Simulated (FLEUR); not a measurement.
# Magnetic state of CeAl from several starts, part 3 of 3

Aim: find out whether CeAl carries moments, and which collinear order costs least.

FLEUR MaX-R8.1; PBEsol with U = 4.3 eV, J = 0.7 eV on Ce f; all-electron FLAPW, Dirac cores, scalar-relativistic bands.

So far, largest spin moment in the muffin-tin sphere (μB): step 2 (run 1 (ferro +)) 0.953; step 3 (run 2 (antiferro q=(1/2,1/2,1/2) +-)) 0.958; step 4 (run 3 (antiferro q=(0,1/2,1/2) +-)) 0.966.

## Step 6: Energies of the orders

Free energies are divided by the number of seeded atoms, so that cells of unlike size compare. Wavevectors q in the names are fractions of the primitive cell's reciprocal vectors.

Orders:

```tsv
start	final state	typed order kept	energy over the lowest (meV a seeded atom)	largest sphere moment (μB)	net moment (μB a primitive cell)	mesh matched	CPU time (s)
ferro +	ferromagnetic	yes	0	0.9532	1.012	yes	43.62
antiferro q=(1/2,1/2,1/2) +-	antiferromagnetic	yes	2.796	0.9578	0	yes	115.4
antiferro q=(0,1/2,1/2) +-	antiferromagnetic	yes	4.811	0.9656	0	yes	176.6
```

## Step 7: Spin–orbit coupling, moments along [001]

Spin–orbit coupling ties the spins to the lattice and lets orbital moments form.

A new self-consistent run of the start ferro +, with the moments along z. Here n_mmp_mat seeds f states of whole m by Hund's three rules. The k list default-1 (kpts.xml, not shown) is a Γ-centred 6×6×6 mesh.

Input file inp.xml:

```
<?xml version="1.0" encoding="UTF-8" standalone="no"?>
<fleurInput fleurInputVersion="0.39">
   <comment>
      CeAl
   </comment>
   <calculationSetup>
      <cutoffs Kmax="3.6" Gmax="10.8" GmaxXC="10.8" numbands="55"/>
      <scfLoop itmax="130" minDistance="0.0001" maxIterBroyd="15" imix="Anderson" alpha="0.05" precondParam="0.0" spinf="2.0" sdNocoIR="T"/>
      <coreElectrons ctail="T" frcor="F" kcrel="0" coretail_lmax="0"/>
      <xcFunctional name="PBEs" relativisticCorrections="F"/>
      <magnetism jspins="2"/>
      <soc l_soc="T" theta="0.0" phi="0.0" spav="F"/>
      <expertModes spex="0" secvar="F"/>
      <geometryOptimization l_f="F" forcealpha="1.0" forcemix="BFGS" epsdisp="0.00001" epsforce="0.00001"/>
      <ldaU l_linMix="F" mixParam="0.05" spinf="1.0"/>
   </calculationSetup>
   <cell>
      <bzIntegration valenceElectrons="15.0" mode="hist" fermiSmearingEnergy="0.00110248">
         <kPointListSelection listName="default-1"/>
         <xi:include xmlns:xi="http://www.w3.org/2001/XInclude" href="kpts.xml"> </xi:include>
      </bzIntegration>
      <xi:include xmlns:xi="http://www.w3.org/2001/XInclude" href="sym.xml"> </xi:include>
      <bulkLattice scale="1.0">
         <bravaisMatrix>
            <row-1>    6.9416424673345309     0.0000000000000000     0.0000000000000000</row-1>
            <row-2>    0.0000000000000000     6.9416424673345309     0.0000000000000000</row-2>
            <row-3>    0.0000000000000000     0.0000000000000000     6.9416424673345309</row-3>
         </bravaisMatrix>
      </bulkLattice>
   </cell>
   <atomSpecies>
      <species name="Cerium (Ce1.001" element="Ce" atomicNumber="58">
         <mtSphere radius="2.8" gridPoints="925" logIncrement="0.014"/>
         <atomicCutoffs lmax="10" lnonsphr="8"/>
         <electronConfig flipSpins="F">
            <coreConfig>(1s1/2) (2s1/2) (2p1/2) (2p3/2) (3s1/2) (3p1/2) (3p3/2) (4s1/2) (3d3/2) (3d5/2) (4p1/2) (4p3/2) (4d3/2) (4d5/2)</coreConfig>
            <valenceConfig>(5s1/2) (5p1/2) (5p3/2) (6s1/2) (5d3/2) (5d5/2) (4f5/2) (4f7/2)</valenceConfig>
            <stateOccupation state="(5d3/2)" spinUp="0.2" spinDown="0.2"/>
            <stateOccupation state="(5d5/2)" spinUp="0.3005" spinDown="0.2995"/>
            <stateOccupation state="(4f5/2)" spinUp="0.4285714285714" spinDown="0.0"/>
            <stateOccupation state="(4f7/2)" spinUp="0.5714285714286" spinDown="0.0"/>
         </electronConfig>
         <energyParameters s="6" p="6" d="5" f="4"/>
         <ldaU l="3" U="4.3" J="0.7" l_amf="F"/>
         <lo type="SCLO" l="0" n="5" eDeriv="0"/>
         <lo type="SCLO" l="1" n="5" eDeriv="0"/>
      </species>
      <species name="Aluminum (Al)" element="Al" atomicNumber="13">
         <mtSphere radius="2.8" gridPoints="925" logIncrement="0.013"/>
         <atomicCutoffs lmax="10" lnonsphr="8"/>
         <electronConfig flipSpins="F">
            <coreConfig>(1s1/2) (2s1/2) (2p1/2) (2p3/2)</coreConfig>
            <valenceConfig>(3s1/2) (3p1/2) (3p3/2)</valenceConfig>
            <stateOccupation state="(3p1/2)" spinUp="0.166667" spinDown="0.166667"/>
            <stateOccupation state="(3p3/2)" spinUp="0.333333" spinDown="0.333333"/>
         </electronConfig>
         <energyParameters s="3" p="3" d="3" f="4"/>
      </species>
   </atomSpecies>
   <atomGroups>
      <atomGroup species="Cerium (Ce1.001">
         <relPos label="                   1">1.000/2.000 1.000/2.000 1.000/2.000</relPos>
         <force calculate="T" relaxXYZ="TTT"/>
      </atomGroup>
      <atomGroup species="Aluminum (Al)">
         <relPos label="                   2">.0000000000 .0000000000 .0000000000</relPos>
         <force calculate="T" relaxXYZ="TTT"/>
      </atomGroup>
   </atomGroups>
   <output dos="F" band="F" slice="F">
      <bandDOS minEnergy="-.5*Htr" maxEnergy="0.5*Htr" sigma="0.015" storeEVData="T"/>
      <plotting iplot="0" polar="F">
         <plot TwoD="T" vec1="  1.0  0.0  0.0" vec2="  0.0  1.0  0.0" vec3="  0.0  0.0  1.0" zero="  0.0  0.0  0.0" file="plot"/>
      </plotting>
      <moessbauerParams electricFieldGradient="F" isomerShift="F" coreHyperfine="F" valenceHyperfine="F"/>
   </output>
</fleurInput>
```

Input file crystal.txt:

```
CeAl
&input film=F cartesian=F /
3.67335900000  0.00000000000  0.00000000000
0.00000000000  3.67335900000  0.00000000000
0.00000000000  0.00000000000  3.67335900000
1.8897261246
1.0 1.0 1.0

2
58 0.50000000000  0.50000000000  0.50000000000 : 1.001
13 0.00000000000  0.00000000000  0.00000000000

&soc 0.0000000 0.0000000 /
&kpt div1=6 div2=6 div3=6 gamma=T /
```

Run with:

```console
$ OMP_NUM_THREADS=1 inpgen -f crystal.txt > inpgen.log  # inp.xml is then edited as shown
$ OMP_NUM_THREADS=1 mpirun -n 4 fleur_MPI > fleur.log
```

Log:

```text
[banner, memory and clock lines left out]
Welcome to FLEUR        (www.flapw.de)
      MaX-Release 8.1          (www.max-centre.eu)

 ========== k-point set info ==========
 Selected k-point list: default-1
 k-point list type: mesh
 6 x 6 x 6
 Number of k points: 44

 [... set-up left out ...]
 Iteration:     1   Distance:      12.78518351 me/bohr^3
 Iteration:     2   Distance:      12.11532323 me/bohr^3
 Iteration:     3   Distance:       1.88563519 me/bohr^3
 Iteration:     4   Distance:       2.12097775 me/bohr^3
 Iteration:     5   Distance:       0.94615716 me/bohr^3
 Iteration:     6   Distance:       1.01962212 me/bohr^3
 Iteration:     7   Distance:       0.87285529 me/bohr^3
 Iteration:     8   Distance:       0.65211667 me/bohr^3
 Iteration:     9   Distance:       0.58350868 me/bohr^3
 Iteration:    10   Distance:       0.19407783 me/bohr^3
 Iteration:    11   Distance:       0.21268002 me/bohr^3
 Iteration:    12   Distance:       0.04914602 me/bohr^3
 Iteration:    13   Distance:       0.04149066 me/bohr^3
 Iteration:    14   Distance:       0.02109634 me/bohr^3
[... lines left out ...]
 Iteration:    19   Distance:       0.00815244 me/bohr^3
 Iteration:    20   Distance:       0.00854125 me/bohr^3
 Iteration:    21   Distance:       0.00285945 me/bohr^3
 Iteration:    22   Distance:       0.00104088 me/bohr^3
 Iteration:    23   Distance:       0.00056079 me/bohr^3
 Iteration:    24   Distance:       0.00013338 me/bohr^3
 Iteration:    25   Distance:       0.00004496 me/bohr^3

 ********************************************************************
 Run finished successfully
 Stop message:
   all done
 ********************************************************************

--- out.xml (last complete iteration) ---
<iteration numberForCurrentRun="   25" overallNumber="   25">
         [... left out ...]
         <bandgap value="0.0000000000" units="eV"/>
         <sumValenceSingleParticleEnergies value="-1.7828837608" units="Htr"/>
         <FermiEnergy value="0.3421967195" units="Htr"/>
         [... left out ...]
         <magneticMomentsInMTSpheres units="muBohr">
            <globalMagMoment atomType="1" vec="0.00000   0.00000   0.96101"/>
            <globalMagMoment atomType="2" vec="0.00000   0.00000  -0.01934"/>
         </magneticMomentsInMTSpheres>
         <orbitalMomentsInMTSpheres units="muBohr">
            <globalMagMoment atomType="1" vec="0.00000   0.00000  -2.75278"/>
            <globalMagMoment atomType="2" vec="0.00000   0.00000   0.01156"/>
         </orbitalMomentsInMTSpheres>
         [... left out ...]
         <totalEnergy value="    -9104.3652626908" units="Htr">
            <sumOfEigenvalues value="    -5595.7130538981">
               <coreElectrons value="-5593.9301701373"/>
               <valenceElectrons value="-1.7828837608"/>
            </sumOfEigenvalues>
         [... left out ...]
            <freeEnergy value="-9104.3653256986"/>
            <extrapolationTo0K value="-9104.3652941947"/>
         </totalEnergy>
         [... left out ...]
         <ldaUDensityMatrixConvergence>
            <distance spin="1" distance="0.000004"/>
            <distance spin="2" distance="0.000001"/>
         </ldaUDensityMatrixConvergence>
         <densityConvergence units="me/bohr^3">
            <chargeDensity spin="1" distance="0.0000351480"/>
            <chargeDensity spin="2" distance="0.0000249787"/>
            <overallChargeDensity distance="0.0000411965"/>
            <spinDensity distance="0.0000449608"/>
         </densityConvergence>
      </iteration>
```

It took 44 s on 4 MPI ranks of Intel Xeon Platinum 8488C (Sapphire Rapids), shared host; peak memory 0.35 GiB.

This step gave:

```yaml
free_energy: -247742.4014 eV
program_s_band_gap_on_this_mesh_in_a_metal_only_a_level_spacing: 0 eV
magnetization: 0.9785 μB
final_state: ferromagnetic
largest_moment: 0.9610 μB
orbital_moment_along_the_spin: -2.753 μB
```

Orbital moment in the sphere, along the spin axis by atom:

```tsv
atom	orbital moment in the sphere, along the spin axis (μB)
Ce1	-2.75
Al2	0.01
```

## Step 8: Summary of results

```yaml
lowest_state_found: ferromagnetic (typed ferro +)
largest_site_spin_moment: 0.953 μB
next_finished_state: antiferromagnetic, 2.80 meV a seeded atom higher
orbital_moment_on_the_atom_of_largest_spin_along_its_spin_spin_orbit_run: -2.75 μB
spin_plus_orbital_moment: Ce 1.79 μB
```

The lowest state found is ferromagnetic, reached from the start ferro +, with moments up to 0.953 μB. The two lowest states lie so close that the mesh, the functional or spin–orbit coupling could swap them. The orbital moment is antiparallel to the spin, as Hund's third rule has it for a shell under half filled. The f shell was seeded by Hund's rules, so the run need not end in the lowest state; crystal-field states that mix several m can carry less. Only 3 starts were tried; other patterns of signs, canted and longer-period orders were not. Open f shells have many stationary orbital fillings, so the state need not be the lowest, and spin-only moments miss the orbital part.

[Logs and program files are shortened in this print: banners, set-up blocks, solver, clock and traceback lines can be left out without a mark of their own.]

[Logs are printed without paths, hosts, clocks, repeated set-up lines and the standing remarks that a program may print on its own settings, such as how far it seeks lower states.]

[Hosts, paths, dates, database ids (printed as entryN), source tags and the programs' standing remarks are cut or masked in the printed files.]

[Where a cell is said to come from a database of computed structures, the database is the Materials Project.]
